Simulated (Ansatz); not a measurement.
# How fast states decay through MgZnAg2F6, part 2 of 3

Aim: relax a made-up compound, MgZnAg2F6, and see how good a tunnel barrier it would be. It is built by putting Mg for part of the Zn in the ZnAgF3 structure of space group R-3, with the volume rescaled by atomic radii. The parent structure comes from the Materials Project.

Ansatz 0.2.0; PBEsol DFT, plane waves, PAW files (the session's first sound run).

So far. Step 2 (Cell and atoms at rest): The largest force component on a free atom ends at 0.0082 eV/Å.

The structure was built from a prototype and need not be the compound's stable phase.

## Step 3: The bulk crystal and its band edges

The energy window and the wavevectors of the next steps follow from the band edges, so these are searched first, off the mesh as well.

input.yaml reads:

```yaml
crystal:
  lattice:
    - [2.6667003899, 1.5396201879, 5.4884762413]
    - [-2.6667003899, 1.5396201879, 5.4884762413]
    - [0.0, -3.0792403759, 5.4884762413]
  atoms:
    - { symbol: Mg, position: [0.6607253159, 0.6607253159, 0.6607253159] }
    - { symbol: Zn, position: [0.3400839392, 0.3400839392, 0.3400839392] }
    - { symbol: Ag, position: [0.8557947392, 0.8557947392, 0.8557947392] }
    - { symbol: Ag, position: [0.1462581611, 0.1462581611, 0.1462581611] }
    - { symbol: F, position: [0.0526146227, 0.4535355426, 0.6976196356] }
    - { symbol: F, position: [0.6976196356, 0.0526146227, 0.4535355426] }
    - { symbol: F, position: [0.4535355426, 0.6976196356, 0.0526146227] }
    - { symbol: F, position: [0.9359267931, 0.5473859995, 0.3100552509] }
    - { symbol: F, position: [0.5473859995, 0.3100552509, 0.9359267931] }
    - { symbol: F, position: [0.3100552509, 0.9359267931, 0.5473859995] }
kpoints:
  mp_grid: { grid: [6, 6, 6] }
  band_path: { path: [VBM, CBM], npoints: 30 }
scf:
  occupations: { method: fixed }
hamiltonian:
  xc: pbesol
output:
  eigenvalues: true
  write_potential: true
  write_density: true
  volumetric_format: npy
  elf: true
```

Launch:

```sh
$ ansatz run input.yaml --threads 2 --pin off --max-ram 4096MiB --backend cpu --events-out ev --progress --plain --runs-dir out
```

Numbers of over 12 decimals in the logs are rounded to 6 here.

Output:

```text
[...]
Crystal: 10 atoms, lattice volume = 135.204 Å³
Basis set: ecut = 420 eV, 2635 PW (Γ)
Bands: 62, of which v1, the nominal top of the filled ones, is band 51 counted from 1 (50 counted from 0)
Symmetry: 3 space group operations
[...]
k-points: 40 of 216 (time reversal used)
[...]
SCF iter   1: F=—  HF=-25044.019303 eV  |F-HF|=—  |Δ(HF+E_count)|=         —  Δρ=1.45e-2  dr2=1.83e-1  ethr=1.77e-3  ⟨swp⟩=5.0  Hψ=8180  notcnv=0  defer=358
[...]
SCF iter   8: F=-25043.964610 eV  HF=-25043.964610 eV  |F-HF|=6.93e-8  |Δ(HF+E_count)|=   4.49e-7  Δρ=4.71e-6  dr2=4.80e-8  ethr=9.80e-11  ⟨swp⟩=9.5  Hψ=9807  notcnv=0
SCF 1 converged in 8 iterations: F = -25043.964610 eV  dr2 = 4.80e-8
[...]
NSCF: frozen V_eff on 40 k-points
[...]
SCF converged after 8 iterations
Free energy (F): -25043.964610 eV
[...]
Internal energy: -25043.964610 eV  (E = F + TS)
E sigma→0 (E₀):  -25043.964610 eV
Fermi energy:    5.701784 eV
[...]
--- Band table (eV; the first three rows and the last of 40) ---
  k-point 0: bands = [... 47 lower, 5.4056, 5.4056, 5.7018, 5.7018, 7.1733, 12.5488, 12.9341, 14.4373, ... 7 higher]
  k-point 1: bands = [... 47 lower, 5.3907, 5.4048, 5.6327, 5.6830, 7.5694, 12.3131, 12.7059, 13.7464, ... 7 higher]
  k-point 2: bands = [... 47 lower, 5.3447, 5.4347, 5.4871, 5.6329, 8.5209, 11.1354, 12.4563, 13.5562, ... 7 higher]
  k-point 39: bands = [... 47 lower, 5.4022, 5.4022, 5.4680, 5.4680, 8.6861, 10.0708, 13.3749, 14.5305, ... 7 higher]
```

Elapsed: 46 s, on 2 threads of Arm Neoverse V2, shared host; peak memory 0.61 GiB.

In the SCF lines HF is the Harris–Foulkes energy and dr2 the Hartree energy of the density residual, in eV; the loop may stop once dr2 is under the threshold and the program's other checks hold. Hψ counts applications of the Hamiltonian.

Numbers from this step:

| Item | Value |
| --- | --- |
| free energy | -25043.9646 eV |
| Fermi energy | 5.702 eV |
| gap on the k-mesh | 1.472 eV |
| gap on path | 1.471 eV, by band count; negative where bands overlap |
| direct gap on path | 1.472 eV |
| edge places on path | 0, 0.005764 1/A along the path |

The electronic bands at the labelled points (eV, zero at the Fermi level (highest filled level under fixed occupations); v1 is the highest filled band, c1 the lowest empty one):

| point | v4 | v3 | v2 | v1 | c1 | c2 | c3 |
| --- | --- | --- | --- | --- | --- | --- | --- |
| VBM | -0.30 | -0.30 | 0.00 | 0.00 | 1.47 | 6.85 | 7.23 |
| halfway | -0.30 | -0.30 | 0.00 | 0.00 | 1.47 | 6.85 | 7.23 |
| CBM | -0.30 | -0.30 | 0.00 | 0.00 | 1.47 | 6.85 | 7.23 |

Electrostatic potential energy in the ac plane of the conventional cell at fractional y = 0.005, with atoms of Mg and Zn and Ag and F within 0.2 Å of it. With pseudopotentials it is smooth inside the atoms' cores, unlike the true potential.

Values in eV, 24 rows by 15 columns, each cell a mean:
```
 12  12  12  12   6  -5  -5   6   9  10  11  11  12  12  12
  7   8  10   9 -17 -35 -35 -14  10  11  11  11  11   9   7
-21 -14  -2   8   5  -5  -4   8  12  12  11  10   4  -8 -18
-34 -27 -12   5  10  11  11  11  11  11  11   8  -2 -20 -31
-14  -8   2   9  10  11  11  11  11  11  11  10   7  -3 -12
  8   9  10  11  12  11  11  11  10  -5 -16 -11   5   9   8
  1   4   8  10  11  11  11  11   7 -20 -32 -27  -3   6   2
-30 -23  -6   7  10  10  10  10  10   9   5   6   2 -15 -28
-31 -25  -7   4  -2  -3   6  10  11  11  10   9   2 -16 -29
 -1   3   7  -9 -33 -34 -16  10  11  11  11  11   9   6   0
 11  11  11   9  -1  -3   6  10  11  11  11  12  12  11  11
 12  12  12  12  12  11  10   9   9  10  11  12  12  12  12
 12  12  12  12  11  11  10   9  10  10  11  12  12  12  12
 10  10  11  12  12  11  11  11   9  -5 -15  -7   8  11  10
 -6   0   6   9  11  11  11  11   6 -20 -31 -24   1   3  -4
-36 -30  -5   6  10  11  11  11  11   9   6   6   3 -17 -34
-24 -15   1   1  -4   0   9  11  11  11  11   9   5  -6 -21
  6   7   5 -21 -34 -31  -5  11  11  11  11  11  10   8   6
  6   8   9   4  -4  -1   9  11  11  11  11  11  10   9   7
-20 -14  -1   8  10  11  11  10  10  11  11   9   5  -7 -18
-34 -27 -12   5  10  11  11  11  11  11  11   9  -2 -20 -31
-15  -9   2   9  11  12  12   9 -10 -19 -12   6   6  -3 -13
  9  10  11  11  11  11  11   3 -27 -34 -27   1  11  10   9
 12  12  12  12  11  10  10   9   6   4   8  11  12  12  12
```
Columns run along a (5.3 Å; values clipped at the 3rd and 97th percentile), rows up along c (16.5 Å), edges of the conventional cell, whose origin can differ from the input's. Atoms in or near the plane, at fractional coordinates: Mg at (0.00, 0.34), Zn at (0.00, 0.66), Ag at (0.00, 0.14), Ag at (0.00, 0.85), F at (0.37, 0.93), F at (0.28, 0.27), F at (0.62, 0.07), F at (0.72, 0.74).

ELF in the ac plane of the conventional cell at fractional y = 0.005, with atoms of Mg and Zn and Ag and F within 0.2 Å of it. It is the smooth field of the valence electrons, not physical close to the nuclei.

Ten even steps from '_' (0.00) to '@' (0.79), each cell a mean:
```
____..==##%%##++::____________
......**@@%%%%@@**..______....
**++::::**%%%%##--______::==**
@@##++..__....________..--**%%
++==::..__________..::::..--++
______________..++%%@@%%**::__
..____________::%%@@@@@@%%::..
____..__......__--++**++::..__
____..==##%%##==________....__
....==@@@@@@@@##..__________..
____--##%%%%**::______________
________....__________________
__________________..::::..____
______________..++%%@@@@##--__
..____________::%%@@@@@@%%--..
--==..__....____--++**++::::==
--::--##%%%%**::__________..--
__..##@@%%@@@@++______________
....::**%%##++..____________..
**++--......____________::==**
@@##++::______..::--::..--**%%
++==::..____::##@@@@%%++..--++
..__________--%%@@##@@@@--__..
__________....::++****==..____
```
Columns run along a (5.3 Å), rows up along c (16.5 Å), edges of the conventional cell, whose origin can differ from the input's. Atoms in or near the plane, at fractional coordinates: Mg at (0.00, 0.34), Zn at (0.00, 0.66), Ag at (0.00, 0.14), Ag at (0.00, 0.85), F at (0.37, 0.93), F at (0.28, 0.27), F at (0.62, 0.07), F at (0.72, 0.74).

Valence density in the ac plane of the conventional cell at fractional y = 0.005, with atoms of Mg and Zn and Ag and F within 0.2 Å of it. It is the smooth field of the valence electrons, not physical close to the nuclei.

Ten steps, logarithmic in the rise over the least value, from '0' (0 e/Å³) to '9' (19 e/Å³), each cell a mean:
```
000134431000000
111268852000001
763235431000247
985200000001379
652100000111135
110000002465311
211000013687421
962100001233248
963344310000148
212578520000012
001244310000000
000000000000000
000000001110000
000000012565210
310000013676312
972000001232149
752344210000026
013687410000000
111344210000011
763100000000247
985200001111379
652100025653246
000000137874100
000000112321000
```
Columns run along a (5.3 Å), rows up along c (16.5 Å), edges of the conventional cell, whose origin can differ from the input's. Atoms in or near the plane, at fractional coordinates: Mg at (0.00, 0.34), Zn at (0.00, 0.66), Ag at (0.00, 0.14), Ag at (0.00, 0.85), F at (0.37, 0.93), F at (0.28, 0.27), F at (0.62, 0.07), F at (0.72, 0.74).

The searched edges give 1.47 eV, as on the mesh.

## Step 4: Complex bands, plane (101)

This step: PBEsol DFT, plane waves, PAW files; complex bands by layer matching along the plane's normal (Ansatz 0.2.0).

The same crystal is laid in a cell whose first two vectors span the (101) plane (indices of the standard conventional cell, whose axes can be ordered otherwise than in the bulk input). At fixed energy and wavevector in the plane the solver finds all kz, real and complex. A few wavevectors are listed, (0, 0) and (0.5, 0) in units of the plane's reciprocal vectors; the slowest state needn't be among them.

input.yaml reads:

```yaml
crystal:
  lattice:
    - [6.293257721, 0.0, 0.0]
    - [2.259971317, 4.830910217, 0.0]
    - [2.259971317, 1.886831089, 4.447197091]
  atoms:
    - { symbol: Mg, position: [0.9821759477, 0.3392746841, 0.3392746841] }
    - { symbol: Zn, position: [0.0202518176, 0.6599160608, 0.6599160608] }
    - { symbol: Ag, position: [0.5673842176, 0.1442052608, 0.1442052608] }
    - { symbol: Ag, position: [0.4387744833, 0.8537418389, 0.8537418389] }
    - { symbol: F, position: [0.2037698009, 0.5464644574, 0.3023803644] }
    - { symbol: F, position: [0.2037698009, 0.9473853773, 0.5464644574] }
    - { symbol: F, position: [0.2037698009, 0.3023803644, 0.9473853773] }
    - { symbol: F, position: [0.7933680435, 0.4526140005, 0.6899447491] }
    - { symbol: F, position: [0.7933680435, 0.6899447491, 0.0640732069] }
    - { symbol: F, position: [0.7933680435, 0.0640732069, 0.4526140005] }
kpoints:
  mp_grid: { grid: [6, 6, 6] }
scf:
  occupations: { method: fixed }
hamiltonian:
  xc: pbesol
output:
  eigenvalues: true
  transmission:
    leads: [[0, 0]]
    kpoints: [[0.0, 0.0], [0.5, 0.0]]
    e_range: [-1.0, 2.47]
    de: 0.06
```

Output:

```text
[...]
Crystal: 10 atoms, lattice volume = 135.204 Å³
Basis set: ecut = 420 eV, 2635 PW (Γ)
Bands: 62, of which v1, the nominal top of the filled ones, is band 51 counted from 1 (50 counted from 0)
Symmetry: 3 space group operations
[...]
k-points: 40 of 216 (time reversal used)
[...]
SCF iter   1: F=—  HF=-25044.019116 eV  |F-HF|=—  |Δ(HF+E_count)|=         —  Δρ=1.45e-2  dr2=1.83e-1  ethr=1.77e-3  ⟨swp⟩=5.0  Hψ=8172  notcnv=0  defer=358
[...]
SCF iter   8: F=-25043.964587 eV  HF=-25043.964587 eV  |F-HF|=6.93e-8  |Δ(HF+E_count)|=   4.50e-7  Δρ=4.72e-6  dr2=4.81e-8  ethr=9.80e-11  ⟨swp⟩=9.6  Hψ=9723  notcnv=0
SCF 1 converged in 8 iterations: F = -25043.964587 eV  dr2 = 4.81e-8
[...]
transmission: 6 of 12 steps passed
transmission: 12 of 12 steps passed
SCF converged after 8 iterations
Free energy (F): -25043.964587 eV
[...]
Internal energy: -25043.964587 eV  (E = F + TS)
E sigma→0 (E₀):  -25043.964587 eV
Fermi energy:    5.701773 eV
[...]
--- Band table (eV; the first three rows and the last of 40) ---
  k-point 0: bands = [... 47 lower, 5.4056, 5.4056, 5.7018, 5.7018, 7.1733, 12.5488, 12.9341, 14.4373, ... 7 higher]
  k-point 1: bands = [... 47 lower, 5.3907, 5.4048, 5.6327, 5.6830, 7.5694, 12.3131, 12.7059, 13.7464, ... 7 higher]
  k-point 2: bands = [... 47 lower, 5.3447, 5.4347, 5.4870, 5.6328, 8.5209, 11.1354, 12.4563, 13.5562, ... 7 higher]
  k-point 39: bands = [... 47 lower, 5.4021, 5.4021, 5.4679, 5.4679, 8.6861, 10.0708, 13.3749, 14.5306, ... 7 higher]
--- Transmission ---
  basis      : 267 plane waves across, 6 finite elements along
  points     : 2, as listed
  energies   : 58 from -1.000000 to 2.420000 eV about the Fermi level, 0.060000 eV apart; the leads are filled to 0.735767 eV, and channels, transmission and decay are at 0.740000 eV
  crystal 0  : F6Mg1Zn1Ag2, at the sites [0, 0], period 4.4472 Å: whole cells are its period
    offset         : up to 0.0000 Å between an atom of the period and one for which it stands
    channels       : 0.000000e0 a spin
    conductance    : none, the energies end too early or step too widely for 300 K: set another output.transmission.e_range or a lower de, or, where they end at an eighth of basis.ecutwfc, a higher one
    slowest decay  : 0.2850 /Å at (0.0000, 0.0000)
```

Wall time 59 s (2 threads); peak memory 0.98 GiB; 1.9 min of CPU time.

This step gave:

```
level to which the leads are filled                       : 0.7358 eV from the Fermi level
decay constant at the filling level, zone centre          : 0.2849 Å⁻¹
decay constant at the filling level, slowest listed point : 0.285 Å⁻¹
```

K parallel (0, 0); values up to 1.5 1/Å, a degenerate pair printed once or twice; energies at which all values exceed this have no row. Table of Im kz of the slowest decaying states by energy, zero at the highest filled level on the SCF mesh:

| energy (eV) | decay 1 (Å⁻¹) | decay 2 (Å⁻¹) | decay 3 (Å⁻¹) | decay 4 (Å⁻¹) |
| --- | --- | --- | --- | --- |
| -1.00 | 0.0910 | 0.118 | 0.326 | 0.422 |
| -0.88 | 0.0608 | 0.0831 | 0.351 | 0.414 |
| -0.70 | 0.144 | 0.357 | 0.381 | 0.460 |
| -0.58 | 0.113 | 0.319 | 0.344 | 0.397 |
| -0.46 | 0.208 | 0.338 | 0.350 | 0.385 |
| -0.34 | 0.163 | 0.259 | 0.294 | 0.466 |
| -0.16 | 0.105 | 0.367 | 0.420 | 0.600 |
| -0.04 | 0.409 | 0.465 | 0.622 | 0.847 |
| 0.02 | 0.121 | 0.214 | 0.443 | 0.472 |
| 0.08 | 0.233 | 0.329 | 0.479 | 0.514 |
| 0.26 | 0.333 | 0.423 | 0.516 | 0.665 |
| 0.38 | 0.330 | 0.488 | 0.534 | 0.684 |
| 0.50 | 0.318 | 0.546 | 0.704 | 0.809 |
| 0.62 | 0.303 | 0.575 | 0.722 | 0.846 |
| 0.80 | 0.275 | 0.612 | 0.749 | 0.881 |
| 0.92 | 0.253 | 0.623 | 0.642 | 0.765 |
| 1.04 | 0.226 | 0.624 | 0.677 | 0.781 |
| 1.16 | 0.195 | 0.630 | 0.706 | 0.795 |
| 1.34 | 0.129 | 0.637 | 0.743 | 0.816 |
| 1.46 | 0.0379 | 0.642 | 0.766 | 0.828 |
| 1.58 | 0.646 | 0.788 | 0.838 | 0.928 |
| 1.76 | 0.650 | 0.818 | 0.849 | 0.890 |
| 1.88 | 0.653 | 0.837 | 0.854 | 0.878 |
| 2.00 | 0.655 | 0.856 | 0.857 | 0.872 |
| 2.12 | 0.656 | 0.859 | 0.872 | 0.873 |
| 2.30 | 0.658 | 0.854 | 0.886 | 0.899 |
| 2.42 | 0.658 | 0.845 | 0.909 | 0.914 |

K parallel (0.5, 0); values up to 1.5 1/Å, a degenerate pair printed once or twice; energies at which all values exceed this have no row. Table of Im kz of the slowest decaying states by energy, zero at the highest filled level on the SCF mesh:

| energy (eV) | decay 1 (Å⁻¹) | decay 2 (Å⁻¹) | decay 3 (Å⁻¹) | decay 4 (Å⁻¹) |
| --- | --- | --- | --- | --- |
| -1.000 | 0.256 | 0.269 | 0.378 | 0.469 |
| -0.820 | 0.292 | 0.330 | 0.374 | 0.632 |
| -0.580 | 0.348 | 0.359 | 0.468 | 0.580 |
| -0.400 | 0.372 | 0.402 | 0.420 | 0.701 |
| -0.220 | 0.0843 | 0.349 | 0.432 | 0.439 |
| 0.020 | 0.403 | 0.416 | 0.522 | 0.539 |
| 0.200 | 0.439 | 0.543 | 0.559 | 0.612 |
| 0.380 | 0.466 | 0.554 | 0.581 | 0.663 |
| 0.620 | 0.496 | 0.554 | 0.569 | 0.791 |
| 0.800 | 0.530 | 0.576 | 0.844 | 0.851 |
| 0.980 | 0.532 | 0.585 | 0.875 | 0.891 |
| 1.220 | 0.528 | 0.595 | 0.877 | 0.919 |
| 1.400 | 0.521 | 0.601 | 0.874 | 0.933 |
| 1.580 | 0.510 | 0.607 | 0.872 | 0.946 |
| 1.820 | 0.490 | 0.613 | 0.873 | 0.963 |
| 2.000 | 0.470 | 0.616 | 0.874 | 0.975 |
| 2.180 | 0.445 | 0.619 | 0.876 | 0.987 |
| 2.420 | 0.403 | 0.621 | 0.880 | 1.00 |

At the listed wavevectors the last open channel is at -0.04 eV and the next at +1.52 eV on the grid. At +0.74 eV, the grid energy nearest the filling level (the middle of the gap on the SCF mesh), the slowest state at the listed wavevectors decays with κ = 0.285 Å⁻¹, its amplitude falling by e over 3.5 Å. Through 1 nm of this crystal that state's transmission falls by exp(−2 × 0.285 Å⁻¹ × 10 Å) = 0.0033.

(Part 2 of 3 ends here.)

[Logs are printed without paths, hosts, clocks, repeated set-up lines and the standing remarks that a program may print on its own settings, such as how far it seeks lower states.]

[Hosts, paths, dates, database ids (printed as entryN), source tags and the programs' standing remarks are cut or masked in the printed files.]
